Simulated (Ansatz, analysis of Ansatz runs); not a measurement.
# A hop of Na in Na2CrO4 (Cmcm), charge −1, part 2 of 5

Aim: the barrier of one jump in Na2CrO4 (Cmcm) at charge −1: V_Na hop (3.4 Å). The model is a cell of 56 host atoms with 1 Na taken out; Na is the atom that moves.

Ansatz 0.2.0; plane-wave PAW DFT, PBEsol; nudged elastic band between two relaxed defect structures at fixed charge in a uniform background.

So far: Starting point; Relaxation of the start point, charge −1.

### Step 3. Relaxation of the end point, charge −1

Level of this step: plane-wave PAW DFT, PBEsol; relaxation of all atoms of a defect supercell at fixed charge in a uniform background (Ansatz).

The end point is relaxed in the same cell and settings, so that the two energies compare. Atoms more than 3.2 Å from the middle of the hop start where the first relaxation left them, the nearer ones on or close to their ideal places, with small random displacements.

qm1.end/input.yaml reads:

```yaml
crystal:
  lattice:
    - [0.0, 9.21092277, 7.09648259]
    - [5.85930775, 0.0, 7.09648259]
    - [5.85930775, 9.21092277, 0.0]
  atoms:
    - { symbol: Na, position: [0.03456757, 0.2163774, 0.28237319] }
    - { symbol: Na, position: [0.03397285, 0.21820314, 0.7828467] }
[... 8 atom lines left out ...]
    - { symbol: Na, position: [0.468028, 0.281972, 0.718028] }
[... 2 atom lines left out ...]
    - { symbol: Na, position: [0.5, 0.0, 0.0] }
[... 3 atom lines left out ...]
    - { symbol: Cr, position: [0.70113892, 0.55442587, 0.44579903] }
[... 1 atom line left out ...]
    - { symbol: Cr, position: [0.3018656, 0.4481344, 0.0518656] }
[... 2 atom lines left out ...]
    - { symbol: Cr, position: [0.8018656, 0.9481344, 0.5518656] }
[... 7 atom lines left out ...]
    - { symbol: O, position: [0.65616721, 0.40665528, 0.59334472] }
[... 1 atom line left out ...]
    - { symbol: O, position: [0.33927248, 0.08415601, 0.91521488] }
[... 3 atom lines left out ...]
    - { symbol: O, position: [0.34383279, 0.59334472, 0.90665528] }
    - { symbol: O, position: [0.84383279, 0.09334472, 0.40665528] }
[... 6 atom lines left out ...]
    - { symbol: O, position: [0.46887657, 0.28112343, 0.98958517] }
[... 5 atom lines left out ...]
    - { symbol: O, position: [0.76049449, 0.486921, 0.78334003] }
[... 3 atom lines left out ...]
    - { symbol: O, position: [0.73958517, 0.01041483, 0.71887657] }
total_charge: -1
basis:
  ecutwfc: 420
  xc_grid: 2
hamiltonian:
  xc: pbesol
kpoints:
  mp_grid: { grid: [1, 1, 1], shift: [0.25, 0.25, 0.25] }
scf:
  occupations: { method: fixed }
  max_iter: 100
output:
  forces: true
relax:
  f_tol: 0.02
  max_steps: 70
  random_displacement: { amplitude: 0.01, seed: 890 }
```

On the command line:

```console
$ ansatz run input.yaml --threads 4 --pin off --max-ram 14131MiB --backend cpu --events-out ev --progress --plain --runs-dir out
```

Numbers of over 12 decimals in the logs are rounded to 6 here.

The program printed:

```text
[...]
Crystal: 55 atoms, lattice volume = 765.989 Å³
Basis set: ecut = 420 eV, 15027 PW (Γ), exchange–correlation on 160×128×150 points (8 copies of the dense FFT grid, shifted against one another)
Bands: 275, of which v1, the nominal top of the filled ones, is band 220 counted from 1 (219 counted from 0)
Symmetry: 1 space group operations
k-points: 1
[...]
SCF iter   1: F=—  HF=-66898.838907 eV  |F-HF|=—  |Δ(HF+E_count)|=         —  Δρ=1.44e-2  dr2=1.18e0  ethr=1.77e-3  ⟨swp⟩=5.0  Hψ=775  notcnv=0  defer=49
[...]
SCF iter  12: F=-66898.446756 eV  HF=-66898.446757 eV  |F-HF|=4.45e-7  |Δ(HF+E_count)|=   1.30e-6  Δρ=1.39e-5  dr2=1.74e-6  ethr=2.27e-9  ⟨swp⟩=2.0  Hψ=816  notcnv=0
SCF 1 converged in 12 iterations: F = -66898.446756 eV  dr2 = 1.74e-6
[...]
--- Relaxed structure (7 steps of the walk, 7 accepted, 0 SCFs on fresh bases) ---
  F+E_penalty+E_count = -66899.13651358 eV   max|allowed force component| = 1.470e-2 eV/Å
  atoms:
    - { symbol: Na, position: [0.006901, 0.225047, 0.315047] }
    - { symbol: Na, position: [0.013908, 0.221032, 0.778422] }
[...]
- { symbol: Na, position: [0.486969, 0.278343, 0.721464] }
[...]
- { symbol: Na, position: [0.496672, -0.002090, 0.001574] }
[...]
- { symbol: Cr, position: [0.701201, 0.557192, 0.443261] }
    [... 1 atom left out ...]
    - { symbol: Cr, position: [0.291103, 0.445671, 0.060223] }
[...]
- { symbol: Cr, position: [0.797171, 0.939453, 0.554226] }
    [... 7 atoms left out ...]
    - { symbol: O, position: [0.664234, 0.413690, 0.587653] }
    [... 5 atoms left out ...]
    - { symbol: O, position: [0.336151, 0.586919, 0.909694] }
    - { symbol: O, position: [0.832266, 0.090652, 0.413686] }
    [... 6 atoms left out ...]
    - { symbol: O, position: [0.451585, 0.275252, 0.998311] }
    [... 9 atoms left out ...]
    - { symbol: O, position: [0.727022, 8.97229035914382e-5, 0.724389] }
[key lines of the parts left out:]
SCF converged after 10 iterations
Free energy (F): -66899.136514 eV
Fermi energy:    2.714488 eV
```

It took 77 s on 4 threads of Arm Neoverse V1, shared host; peak memory 1.4 GiB.

Step by step:

```
step  energy less that of the first step (eV)  largest force component (eV/Å)
   1                                   0.0000                          2.1224
   2                                  -0.4847                          0.9839
   3                                  -0.6698                          0.1101
   4                                  -0.6851                          0.0807
   5                                  -0.6892                          0.0123
   6                                  -0.6892                          0.0125
   7                                  -0.6898                          0.0147
```

The atoms that moved most (Å, from the sites as typed, ahead of the random displacement):

```
atom      dx      dy      dz  length
 Na5  -0.369  -0.114   0.124   0.406
 Na7   0.367  -0.103   0.123   0.401
 Na1   0.242   0.046  -0.135   0.281
 Na4  -0.227   0.047  -0.135   0.269
 Na2  -0.009  -0.226  -0.122   0.257
Na11  -0.001   0.206   0.109   0.233
 O44   0.043   0.219   0.018   0.224
 O53  -0.035   0.211   0.010   0.214
```

Neighbours of Na11 at the end:

```
atom  distance (Å)
 O31         2.254
 O33         2.304
 O53         2.601
 O44         2.610
 O45         2.756
 O55         2.772
 O38         3.130
 O37         3.138
```

This step gave:

```yaml
free_energy: -66899.1365 eV
r_m_s_move_of_the_farther_half_of_the_atoms: 0.08841 Å
largest_move_from_the_ideal_geometry_of_this_structure_a_common_shift_of_the_far_atoms_taken_out: 0.2933 Å
```

The relaxation gained 0.690 eV and ended with a largest force component of 0.015 eV/Å. The end lies 0.372 eV above the start.

(Part 2 of 5 ends here.)

[Logs are printed without paths, hosts, clocks, repeated set-up lines and the standing remarks that a program may print on its own settings, such as how far it seeks lower states.]

[Hosts, paths, dates, database ids (printed as entryN), source tags and the programs' standing remarks are cut or masked in the printed files.]
